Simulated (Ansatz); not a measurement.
## Si2W (I4/mmm) under biaxial strain in the (001) plane, that of a and b

Aim: how do the optical modes of Si2W (I4/mmm) shift and split under this strain?

Program: Ansatz 0.2.0. Level of theory: DFT PBEsol, scalar-relativistic, plane waves, PAW; PAW set soft_1. Results are calculated unless marked as measured.

**1. Starting point**

It takes space group I4/mmm (No. 139, tetragonal). The conventional cell has a = 3.214 Å, b = 3.214 Å, c = 7.830 Å, α = 90.00°, β = 90.00°, γ = 90.00°. Nearest to Si lie 5 Si at 2.59 to 2.63 Å and 5 W at 2.62 Å. W has 10 Si at 2.62 Å nearest. Farther neighbours are not listed.

**2. Relaxation**

The cell and atoms are relaxed, since residual forces and stress would shift the frequencies.

The input, input.yaml:

```yaml
crystal:
  lattice:
    - [-1.6069, 1.6069, 3.91495]
    - [1.6069, -1.6069, 3.91495]
    - [1.6069, 1.6069, -3.91495]
  atoms:
    - { symbol: Si, position: [0.3347, 0.3347, 0.0] }
    - { symbol: Si, position: [0.6653, 0.6653, 0.0] }
    - { symbol: W, position: [0.0, 0.0, 0.0] }
kpoints:
  mp_grid: { grid: [18, 18, 18] }
hamiltonian:
  xc: pbesol
  pseudopotentials: { kind: paw, azcp: { folder: soft_1 }, xc_functional: pbe }
scf:
  occupations: { method: gaussian, width: 0.1 }
output:
  forces: true
  stress: true
  eigenvalues: true
relax:
  adjacent_minimum: "off"
  f_tol: 0.005
  max_steps: 80
  cell: { stress_tol: 0.05 }
```

Started as:

```
ansatz run input.yaml --threads 4 --pin off --max-ram 10240MiB --backend cpu --events-out ev --progress --plain --runs-dir out
```

Numbers of over 12 decimals in the logs are rounded to 6 here.

Output:

```text
Engine: ansatz 0.2.0, aarch64-unknown-linux-gnu
Pseudopotentials: kind: paw
Pseudopotential: Si, paw, valence charge 4, recommended cutoff 420 eV (normal), soft_1/Si.paw.azcp
Pseudopotential: W, paw, valence charge 14, recommended cutoff 420 eV (normal), soft_1/W.paw.azcp
Functional definition: PBEsol
  exchange = pbesol_x
  correlation = pbesol_c
Crystal: 3 atoms, lattice volume = 40.436 Å³
Basis set: ecut = 420 eV, 793 PW (Γ), exchange–correlation on 64×64×64 points (8 copies of the dense FFT grid, shifted against one another)
Bands: 15, of which v1, the nominal top of the filled ones, is band 11 counted from 1 (10 counted from 0)
Symmetry: 16 space group operations
Space group: I4/mmm (ITA 139), of the structure as read, at distance tolerance 3.4e-5 Å
k-points: 480 of 5832
Non-local potential: Si, projectors of the file, l = 0: 2, l = 1: 2, l = 2: 1
Non-local potential: W, projectors of the file, l = 0: 3, l = 1: 2, l = 2: 2, l = 3: 1
PAW form: soft (Blöchl's): semilocal exchange-correlation on the pseudo side does not see the compensation charge
PAW frozen core: Si, regenerated for the run's functional, and the local potential with it (the file was generated under x = pbe(κ = 0.804, μ = 0.219515), c = pbe(β = 0.066725))
PAW frozen core: W, regenerated for the run's functional, and the local potential with it (the file was generated under x = pbe(κ = 0.804, μ = 0.219515), c = pbe(β = 0.066725))
PAW one-centre angular grid: Si, 110 points (default); XC on 64 Gauss nodes
PAW one-centre angular grid: W, 590 points (default); XC on 64 Gauss nodes
Initial density: superposition of atomic densities (chi_scale 0.1, normalization cell, long waves kept (reshape's long-wave potential 0.00 eV rms))
Initial wavefunctions: pseudopotential atomic-orbital guess
Functional: x = pbesol(κ = 0.804, μ = 0.123457), c = pbesol(β = 0.046)
SCF iter   1: F=—  HF=-11502.244091 eV  |F-HF|=—  |Δ(HF+E_count)|=         —  Δρ=4.97e-2  dr2=1.00e0  ethr=3.10e-3  ⟨swp⟩=5.7  Hψ=43220  notcnv=0
preconditioner: auto → Kerker (q_TF=auto, 2.465 Å⁻¹)  [metal: Δε(μ)=0.030 eV  Ē_g=8.281 eV  σ=0.100 eV  W_gap=0.17  n_scr=10 (ndim 8)  ℏωp=21.8 eV  f_vac=0.000  D(μ)=0.25/eV (n_scr^D=0)]
SCF iter   2: F=—  HF=-11501.991906 eV  |F-HF|=—  |Δ(HF+E_count)|=   2.52e-1  Δρ=2.64e-2  dr2=2.17e-1  ethr=3.10e-3  ⟨swp⟩=2.2  Hψ=13513  notcnv=0  defer=3
SCF iter   3: F=—  HF=-11501.915290 eV  |F-HF|=—  |Δ(HF+E_count)|=   7.66e-2  Δρ=6.71e-3  dr2=1.48e-2  ethr=9.86e-4  ⟨swp⟩=2.7  Hψ=12978  notcnv=0  defer=11
SCF iter   4: F=—  HF=-11501.909821 eV  |F-HF|=—  |Δ(HF+E_count)|=   5.47e-3  Δρ=5.08e-4  dr2=5.63e-5  ethr=6.74e-5  ⟨swp⟩=2.1  Hψ=11637  notcnv=0  defer=11
SCF iter   5: F=—  HF=-11501.909812 eV  |F-HF|=—  |Δ(HF+E_count)|=   8.51e-6  Δρ=6.18e-5  dr2=1.04e-6  ethr=2.56e-7  ⟨swp⟩=2.7  Hψ=12769  notcnv=0  defer=11
SCF iter   6: F=-11501.909812 eV  HF=-11501.909812 eV  |F-HF|=1.82e-8  |Δ(HF+E_count)|=   5.91e-8  Δρ=1.03e-5  dr2=4.20e-8  ethr=4.55e-10  ⟨swp⟩=6.1  Hψ=33903  notcnv=0
SCF 1 converged in 6 iterations: F = -11501.909812 eV  dr2 = 4.20e-8
  greatest PAW one-centre occupation: 0.999 electrons in one spin orbital (limit 2), on the W atom at site 2 (counted from 0), in its partial waves of l = 0
relax step   1: F+E_penalty+E_count = -11501.90981238 eV  Δ(F+E_penalty+E_count) = +0.000e0 eV  max|allowed force component| = 8.032e-3 eV/Å  Δτ_max = 0.0000 Å  P = -1.909 GPa  Ω = 40.436 Å³  (6 SCF iters, dr2 threshold 1.00e-7 eV, accepted)
Crystal: 3 atoms, lattice volume = 39.954 Å³
Basis set: ecut = 420 eV, 769 PW (Γ), exchange–correlation on 64×64×64 points (8 copies of the dense FFT grid, shifted against one another)
Initial density: handed on by an earlier stage of this run
Initial wavefunctions: those handed on with the density
iter 1 solved again at ethr=5.72e-7 eV; its pass at ethr=3.10e-3 eV (dr2=1.26e-4 eV) is discarded
SCF iter   1: F=—  HF=-11501.911639 eV  |F-HF|=—  |Δ(HF+E_count)|=         —  Δρ=5.14e-4  dr2=1.53e-4  ethr=5.72e-7  ⟨swp⟩=2.3  Hψ=45787  notcnv=0
preconditioner: auto → Kerker (q_TF=auto, 2.470 Å⁻¹)  [metal: Δε(μ)=0.079 eV  Ē_g=8.199 eV  σ=0.100 eV  W_gap=0.42  n_scr=10 (ndim 8)  ℏωp=22.0 eV  f_vac=0.000  D(μ)=0.18/eV (n_scr^D=0)]
SCF iter   2: F=—  HF=-11501.911609 eV  |F-HF|=—  |Δ(HF+E_count)|=   3.06e-5  Δρ=2.94e-4  dr2=4.38e-5  ethr=5.72e-7  ⟨swp⟩=1.1  Hψ=7294  notcnv=0
SCF iter   3: F=—  HF=-11501.911592 eV  |F-HF|=—  |Δ(HF+E_count)|=   1.66e-5  Δρ=5.45e-5  dr2=1.85e-6  ethr=1.99e-7  ⟨swp⟩=2.5  Hψ=10590  notcnv=0
SCF iter   4: F=-11501.911592 eV  HF=-11501.911592 eV  |F-HF|=3.32e-8  |Δ(HF+E_count)|=   4.82e-7  Δρ=1.19e-5  dr2=5.89e-8  ethr=1.36e-9  ⟨swp⟩=5.2  Hψ=32168  notcnv=0
SCF 2 converged in 4 iterations: F = -11501.911592 eV  dr2 = 5.89e-8
relax step   2: F+E_penalty+E_count = -11501.91159153 eV  Δ(F+E_penalty+E_count) = -1.779e-3 eV  max|allowed force component| = 2.480e-2 eV/Å  Δτ_max = 0.0006 Å  P = +0.799 GPa  Ω = 39.954 Å³  energy of the carried Pulay correction = +1.112e-4 eV  (4 SCF iters, dr2 threshold 3.00e-7 eV, accepted)
Crystal: 3 atoms, lattice volume = 40.096 Å³
iter 1 solved again at ethr=1.44e-7 eV; its pass at ethr=3.10e-3 eV (dr2=3.18e-5 eV) is discarded
SCF iter   1: F=—  HF=-11501.912034 eV  |F-HF|=—  |Δ(HF+E_count)|=         —  Δρ=2.36e-4  dr2=4.01e-5  ethr=1.44e-7  ⟨swp⟩=2.2  Hψ=44361  notcnv=0
preconditioner: auto → Kerker (q_TF=auto, 2.469 Å⁻¹)  [metal: Δε(μ)=0.077 eV  Ē_g=8.176 eV  σ=0.100 eV  W_gap=0.41  n_scr=10 (ndim 8)  ℏωp=21.9 eV  f_vac=0.000  D(μ)=0.18/eV (n_scr^D=0)]
SCF iter   2: F=—  HF=-11501.912031 eV  |F-HF|=—  |Δ(HF+E_count)|=   3.17e-6  Δρ=1.29e-4  dr2=1.14e-5  ethr=1.44e-7  ⟨swp⟩=1.4  Hψ=7869  notcnv=0
SCF iter   3: F=—  HF=-11501.912027 eV  |F-HF|=—  |Δ(HF+E_count)|=   4.26e-6  Δρ=2.48e-5  dr2=5.96e-7  ethr=5.17e-8  ⟨swp⟩=2.6  Hψ=10424  notcnv=0
SCF iter   4: F=-11501.912027 eV  HF=-11501.912027 eV  |F-HF|=7.46e-9  |Δ(HF+E_count)|=   1.83e-7  Δρ=5.84e-6  dr2=1.33e-8  ethr=1.36e-9  ⟨swp⟩=4.8  Hψ=28477  notcnv=0
SCF 3 converged in 4 iterations: F = -11501.912027 eV  dr2 = 1.33e-8
relax step   3: F+E_penalty+E_count = -11501.91202688 eV  Δ(F+E_penalty+E_count) = -4.353e-4 eV  max|allowed force component| = 8.655e-3 eV/Å  Δτ_max = 0.0004 Å  P = -0.010 GPa  Ω = 40.096 Å³  energy of the carried Pulay correction = +7.844e-5 eV  (4 SCF iters, dr2 threshold 3.00e-7 eV, accepted)
[...]
relax step   4: F+E_penalty+E_count = -11501.91203050 eV  Δ(F+E_penalty+E_count) = -3.622e-6 eV  max|allowed force component| = 3.287e-3 eV/Å  Δτ_max = 0.0003 Å  P = -0.004 GPa  Ω = 40.094 Å³  energy of the carried Pulay correction = +7.889e-5 eV  (3 SCF iters, dr2 threshold 4.68e-9 eV, accepted)
Initial wavefunctions: pseudopotential atomic-orbital guess (no wavefunctions were taken with the density)
iter 1 solved again at ethr=1.23e-8 eV; its pass at ethr=3.10e-3 eV (dr2=2.71e-6 eV) is discarded
SCF iter   1: F=—  HF=-11501.911946 eV  |F-HF|=—  |Δ(HF+E_count)|=         —  Δρ=1.35e-5  dr2=1.36e-8  ethr=1.23e-8  ⟨swp⟩=3.1  Hψ=63722  notcnv=0
SCF iter   2: F=—  HF=-11501.911951 eV  |F-HF|=—  |Δ(HF+E_count)|=   5.24e-6  Δρ=7.08e-6  dr2=3.71e-9  ethr=6.18e-11  ⟨swp⟩=2.5  Hψ=12127  notcnv=0
SCF iter   3: F=—  HF=-11501.911951 eV  |F-HF|=—  |Δ(HF+E_count)|=   1.09e-9  Δρ=5.80e-7  dr2=1.23e-10  ethr=1.69e-11  ⟨swp⟩=3.0  Hψ=13242  notcnv=0
SCF iter   4: F=-11501.911951 eV  HF=-11501.911951 eV  |F-HF|=0.00e0  |Δ(HF+E_count)|=  2.00e-11  Δρ=1.70e-7  dr2=1.21e-11  ethr=1.00e-12  ⟨swp⟩=5.9  Hψ=33380  notcnv=0
SCF 5 converged in 4 iterations: F = -11501.911951 eV  dr2 = 1.21e-11
relax step   5: F+E_penalty+E_count = -11501.91195079 eV  Δ(F+E_penalty+E_count) = +7.972e-5 eV  max|allowed force component| = 3.268e-3 eV/Å  Δτ_max = 0.0000 Å  P = -0.004 GPa  Ω = 40.094 Å³  stress off target by 5.53e-3 GPa  SCF on the basis re-selected at this cell (its energy is not comparable with the rows above)  (4 SCF iters)
basis re-selected at this cell: Δ(F+E_penalty+E_count) = +7.972e-5 eV, ΔP = +0.000 GPa vs the last step (what re-selecting the basis moved, of the pressure what is left beyond the Pulay correction that the steps carried, after the strain that the cell walked since its last selection, with what the two solves' SCF thresholds leave and, on support functions, any second-order correction that the steps lacked; it is no m [...]
SCF converged after 4 iterations
Free energy (F): -11501.911951 eV
Harris-Foulkes:  -11501.911951 eV  (|F-HF|=0.00e0)
Internal energy: -11501.911067 eV  (E = F + TS)
E sigma→0 (E₀):  -11501.911509 eV
Entropy (-TS):   -0.000884 eV (-0.295 meV/atom)
Fermi energy:    16.717156 eV
--- Per-component energies (eV) ---
  E_band       = -80.938367
  E_kinetic    = 513.728392
  E_local      = -881.721564  (includes V_loc(G=0)·N_el)
  E_nonlocal   = 21.226030
  E_hartree    = 383.397450
  E_xc         = -382.861446
  E_vxc        = -333.535021  (∫ρ·V_xc dr)
  E_paw        = -9446.680467  (= ΣΔE_a)
  E_vpaw       = -167.431328  (= ΣTr[D̂ρ^β])
  E_aug_tail   = 0.000209  (compensation charges beyond the density's cutoff)
  E_ewald      = -1709.284650
  E_core_change = 0.284979  (= ΣΔE_core)
  E_smearing   = -0.000884  (= −TS)
  E_closure    = -0.000000  (closes the sum)
  Σ components = -11501.911951   (vs F -11501.911951, Δ=0.00e0)
--- Forces (eV/Å), atoms counted from 1 ---
  atom   1  Si     0.00000000     0.00000000    -0.00326799
  atom   2  Si    -0.00000000    -0.00000000     0.00326799
  atom   3  W     -0.00000000     0.00000000     0.00000000
  max |Σ_I F_I| component: 1.39e-17 eV/Å
--- Stress (GPa, compression-positive) ---
       -0.002535       0.000000       0.000000
        0.000000      -0.002535       0.000000
        0.000000       0.000000      -0.005529
  P = ⅓ Tr σ = -0.0035 GPa (-0.035 kbar)
--- Band table (eV; the first three rows and the last of 480) ---
  k-point 0: bands = [... 7 lower, 13.3184, 13.8540, 13.8540, 17.3449, 19.5379, 19.5968, 19.8476, 19.8476]
  k-point 1: bands = [... 7 lower, 13.3428, 13.5868, 14.2385, 16.8271, 19.3832, 19.9142, 19.9230, 19.9481]
  k-point 2: bands = [... 7 lower, 12.9517, 13.4195, 14.7566, 15.7074, 19.1726, 20.1211, 20.1626, 20.5581]
  k-point 479: bands = [... 7 lower, 14.1004, 15.8994, 15.8994, 16.2030, 16.2030, 17.5232, 21.2342, 21.6873]
--- Relaxed structure (4 steps of the walk, 4 accepted, 1 SCFs on fresh bases) ---
  F+E_penalty+E_count = -11501.91195079 eV   max|allowed force component| = 3.268e-3 eV/Å   (the final SCF, on the basis selected at the relaxed cell)
  cell:  # Å, volume = 40.0936 Å³
    - [-1.601445, 1.601445, 3.908322]
    - [1.601445, -1.601445, 3.908322]
    - [1.601445, 1.601445, -3.908322]
  atoms:
    - { symbol: Si, position: [0.334539, 0.334539, 0] }
    - { symbol: Si, position: [0.665461, 0.665461, 0] }
    - { symbol: W, position: [0, 0, 0] }
```

Run time: 23 s. Hardware: 4 threads of Arm Neoverse V1, shared host; peak memory 0.58 GiB; 88 s of CPU time.

Step by step:

```csv
step,energy less that of the first step (eV),largest force component (eV/Å),pressure (GPa),volume (Å³)
1,0.0000,0.0080,-1.91,40.44
2,-0.0018,0.0248,0.80,39.95
3,-0.0022,0.0087,-0.01,40.10
4,-0.0022,0.0033,0.00,40.09
5*,-0.0021,0.0033,0.00,40.09
```

Relaxation steps marked * repeat the geometry before them on a plane-wave basis chosen anew for their cell, so energy and pressure can jump there.

The run keeps the 16 symmetry operations that it works with, so distortions that break them were not tested.

```csv
"conventional cell, symmetrised",before,after,change
a (Å),3.214,3.203,-0.3 %
b (Å),3.214,3.203,-0.3 %
c (Å),7.830,7.817,-0.2 %
volume (Å³/atom),13.48,13.36,-0.8 %
```

Final coordinates:

```xyz
3
Lattice="-1.6014 1.6014 3.9083 1.6014 -1.6014 3.9083 1.6014 1.6014 -3.9083" Properties=species:S:1:pos:R:3 pbc="T T T"
Si    0.0000    0.0000    2.6150
Si    0.0000    0.0000    5.2017
W     0.0000    0.0000    0.0000
```

Numbers from this step:

* pressure: -0.003533 GPa
* volume per atom: 13.36 Å³
* gap on the k-mesh: 0 eV

In this step the volume went from 13.48 to 13.36 Å³/atom.

**3. Tight relaxation**

Phonons need small forces and stress, so the relaxation is finished with tight tolerances on 20×20×20 k points.

The input, input.yaml:

```yaml
crystal:
  lattice:
    - [-1.6014454819, 1.6014454819, 3.908322351]
    - [1.6014454819, -1.6014454819, 3.908322351]
    - [1.6014454819, 1.6014454819, -3.908322351]
  atoms:
    - { symbol: Si, position: [0.3345392717, 0.3345392717, 0.0] }
    - { symbol: Si, position: [0.6654607283, 0.6654607283, 0.0] }
    - { symbol: W, position: [0.0, 0.0, 0.0] }
kpoints:
  mp_grid: { grid: [20, 20, 20] }
hamiltonian:
  xc: pbesol
  pseudopotentials: { kind: paw, azcp: { folder: soft_1 }, xc_functional: pbe }
scf:
  occupations: { method: methfessel_paxton, width: 0.2 }
output:
  forces: true
  stress: true
  eigenvalues: true
  write_density: true
  write_potential: true
  elf: true
  volumetric_format: npy
relax:
  adjacent_minimum: "off"
  f_tol: 0.001
  max_steps: 60
  cell: { stress_tol: 0.01 }
```

Output:

```text
[...]
Crystal: 3 atoms, lattice volume = 40.094 Å³
Basis set: ecut = 420 eV, 769 PW (Γ), exchange–correlation on 64×64×64 points (8 copies of the dense FFT grid, shifted against one another)
Bands: 15, of which v1, the nominal top of the filled ones, is band 11 counted from 1 (10 counted from 0)
Symmetry: 16 space group operations
[...]
k-points: 641 of 8000
[...]
--- Relaxed structure (3 steps of the walk, 3 accepted, 1 SCFs on fresh bases) ---
[...]
cell:  # Å, volume = 40.0912 Å³
    - [-1.601472, 1.601472, 3.907958]
    - [1.601472, -1.601472, 3.907958]
    - [1.601472, 1.601472, -3.907958]
  atoms:
    - { symbol: Si, position: [0.334535, 0.334535, 0] }
    - { symbol: Si, position: [0.665465, 0.665465, 0] }
    - { symbol: W, position: [0, 0, 0] }
[key lines of the parts left out:]
SCF converged after 4 iterations
Free energy (F): -11501.910907 eV
Fermi energy:    16.699239 eV
P = ⅓ Tr σ = -0.0000 GPa (-0.000 kbar)
```

Wall time 25 s (4 threads); peak memory 0.66 GiB; 97 s of CPU time.

Little changed from the start: no atom moved by 0.005 Å and no cell edge by 0.1 %.

Numbers from this step:

| Item | Value |
| --- | --- |
| pressure | -1.25e-5 GPa |

ELF in the ac plane of the conventional cell at fractional y = 0.000, with atoms of Si and W within 0.2 Å of it. It is the smooth field of the valence electrons, not physical close to the nuclei.

Values, 24 rows by 14 columns, each cell a mean:
```
0.36 0.52 0.64 0.50 0.24 0.19 0.30 0.36 0.27 0.18 0.30 0.57 0.65 0.48
0.60 0.60 0.53 0.36 0.23 0.25 0.34 0.38 0.32 0.23 0.24 0.41 0.58 0.60
0.34 0.35 0.31 0.27 0.27 0.32 0.35 0.37 0.35 0.30 0.26 0.27 0.31 0.34
0.37 0.37 0.38 0.37 0.35 0.31 0.29 0.28 0.29 0.33 0.36 0.38 0.38 0.38
0.67 0.65 0.61 0.52 0.39 0.26 0.19 0.17 0.20 0.30 0.43 0.55 0.63 0.66
0.69 0.68 0.65 0.57 0.41 0.23 0.14 0.11 0.16 0.29 0.46 0.59 0.66 0.68
0.47 0.45 0.47 0.50 0.43 0.28 0.17 0.14 0.19 0.33 0.46 0.49 0.46 0.46
0.44 0.35 0.36 0.47 0.51 0.39 0.27 0.23 0.30 0.44 0.51 0.44 0.33 0.37
0.36 0.34 0.42 0.57 0.61 0.51 0.39 0.34 0.41 0.55 0.62 0.53 0.37 0.33
0.31 0.38 0.54 0.64 0.64 0.54 0.44 0.40 0.46 0.58 0.65 0.63 0.49 0.36
0.44 0.48 0.56 0.58 0.55 0.48 0.42 0.39 0.43 0.51 0.57 0.58 0.54 0.47
0.44 0.46 0.49 0.49 0.47 0.42 0.39 0.37 0.39 0.44 0.48 0.49 0.48 0.46
0.45 0.48 0.52 0.53 0.50 0.44 0.40 0.38 0.41 0.46 0.51 0.53 0.51 0.47
0.39 0.45 0.57 0.63 0.61 0.51 0.43 0.40 0.45 0.55 0.62 0.62 0.53 0.43
0.29 0.33 0.48 0.62 0.64 0.54 0.42 0.38 0.45 0.58 0.65 0.59 0.43 0.32
0.44 0.34 0.37 0.51 0.56 0.46 0.33 0.29 0.36 0.50 0.56 0.47 0.34 0.37
0.43 0.38 0.39 0.46 0.46 0.32 0.21 0.17 0.23 0.37 0.48 0.45 0.37 0.39
0.58 0.58 0.57 0.54 0.42 0.24 0.14 0.11 0.16 0.30 0.46 0.56 0.58 0.58
0.73 0.71 0.66 0.56 0.40 0.24 0.16 0.13 0.17 0.29 0.45 0.59 0.69 0.72
0.52 0.52 0.50 0.45 0.38 0.29 0.24 0.22 0.25 0.32 0.40 0.46 0.50 0.52
0.28 0.29 0.29 0.30 0.31 0.33 0.33 0.33 0.33 0.32 0.31 0.30 0.30 0.29
0.52 0.49 0.40 0.29 0.24 0.29 0.36 0.38 0.34 0.26 0.24 0.33 0.45 0.50
0.53 0.61 0.63 0.44 0.23 0.22 0.32 0.37 0.29 0.20 0.28 0.51 0.64 0.58
0.15 0.41 0.64 0.53 0.25 0.18 0.29 0.35 0.25 0.17 0.32 0.59 0.59 0.31
```
Columns run along a (3.2 Å), rows up along c (7.8 Å), edges of the conventional cell, whose origin can differ from the input's. Atoms in or near the plane, at fractional coordinates: Si at (0.00, 0.33), Si at (0.00, 0.67), W at (0.00, 0.00).

Electrostatic potential energy in the ac plane of the conventional cell at fractional y = 0.000, with atoms of Si and W within 0.2 Å of it. With pseudopotentials it is smooth inside the atoms' cores, unlike the true potential.

Values in eV, 24 rows by 14 columns, each cell a mean:
```
-28 -29 -27 -18  -1  11  15  17  15   8  -6 -22 -28 -28
-26 -25 -17  -5   7  14  17  17  16  12   4  -9 -21 -25
 -7  -4   3   9  14  16  17  18  17  16  13   8   0  -5
 10  11  13  15  17  17  18  18  18  17  16  15  12  11
 10  11  13  15  17  17  18  18  18  17  16  15  12  11
 -9  -6   2  10  14  16  17  18  17  16  13   8  -1  -7
-14 -18 -16  -2  10  15  17  18  17  14   7  -7 -18 -17
 10  -5 -19 -11   6  14  17  18  16  12   2 -15 -17   0
  0 -11 -19  -8   8  15  17  18  17  13   4 -13 -18  -7
-18 -17  -9   4  12  16  17  18  17  15  11   1 -13 -18
  1   4   9  13  15  17  17  17  17  16  15  12   7   3
 12  13  14  16  17  17  17  17  17  17  16  16  14  13
  9  11  13  15  16  17  17  17  17  17  16  14  12  10
-12  -8   1   9  14  16  17  17  17  16  13   7  -3 -10
-13 -17 -17  -3  10  15  17  18  17  14   7  -7 -19 -16
 11  -4 -19 -11   6  14  17  18  17  12   2 -16 -16   1
 -3 -12 -19  -8   8  14  17  18  17  13   4 -12 -19  -9
-17 -16  -7   5  12  16  17  18  17  15  11   1 -11 -16
  3   5  10  13  16  17  17  18  17  17  15  12   8   4
 12  12  14  16  17  18  18  18  18  17  17  15  13  12
  4   6   9  13  15  17  18  18  18  17  15  12   8   5
-19 -16  -8   3  11  15  17  18  17  14   9   0 -11 -17
-29 -28 -24 -13   3  13  16  17  15  10  -1 -17 -26 -28
-27 -28 -28 -21  -3  11  15  16  14   7  -8 -24 -29 -28
```
Columns run along a (3.2 Å; values clipped at the 3rd and 97th percentile), rows up along c (7.8 Å), edges of the conventional cell, whose origin can differ from the input's. Atoms in or near the plane, at fractional coordinates: Si at (0.00, 0.33), Si at (0.00, 0.67), W at (0.00, 0.00).

Valence density in the ac plane of the conventional cell at fractional y = 0.000, with atoms of Si and W within 0.2 Å of it. It is the smooth field of the valence electrons, not physical close to the nuclei.

Ten steps, logarithmic in the rise over the least value, from '0' (0.1 e/Å³) to '9' (5.7 e/Å³), each cell a mean:
```
99975322235899
98764222234688
66543222223456
43332111122334
43332110112333
43332100012333
22332100123332
01233211123320
01333221233321
23333222233333
33333222223333
33322222222333
33332222222333
33333222223333
12333222233332
01233211223320
11232210123321
33332100012333
44332100012334
33322111112333
54432211222344
87653222234567
99874322235799
99975322236899
```
Columns run along a (3.2 Å), rows up along c (7.8 Å), edges of the conventional cell, whose origin can differ from the input's. Atoms in or near the plane, at fractional coordinates: Si at (0.00, 0.33), Si at (0.00, 0.67), W at (0.00, 0.00).

The largest force component left is 0.18 meV/Å and the pressure is 0.000 GPa, within the tolerances set. The cell now holds 13.36 Å³/atom.

[end of part 1 of 2]

[Logs are printed without paths, hosts, clocks, repeated set-up lines and the standing remarks that a program may print on its own settings, such as how far it seeks lower states.]

[Hosts, paths, dates, database ids (printed as entryN), source tags and the programs' standing remarks are cut or masked in the printed files.]
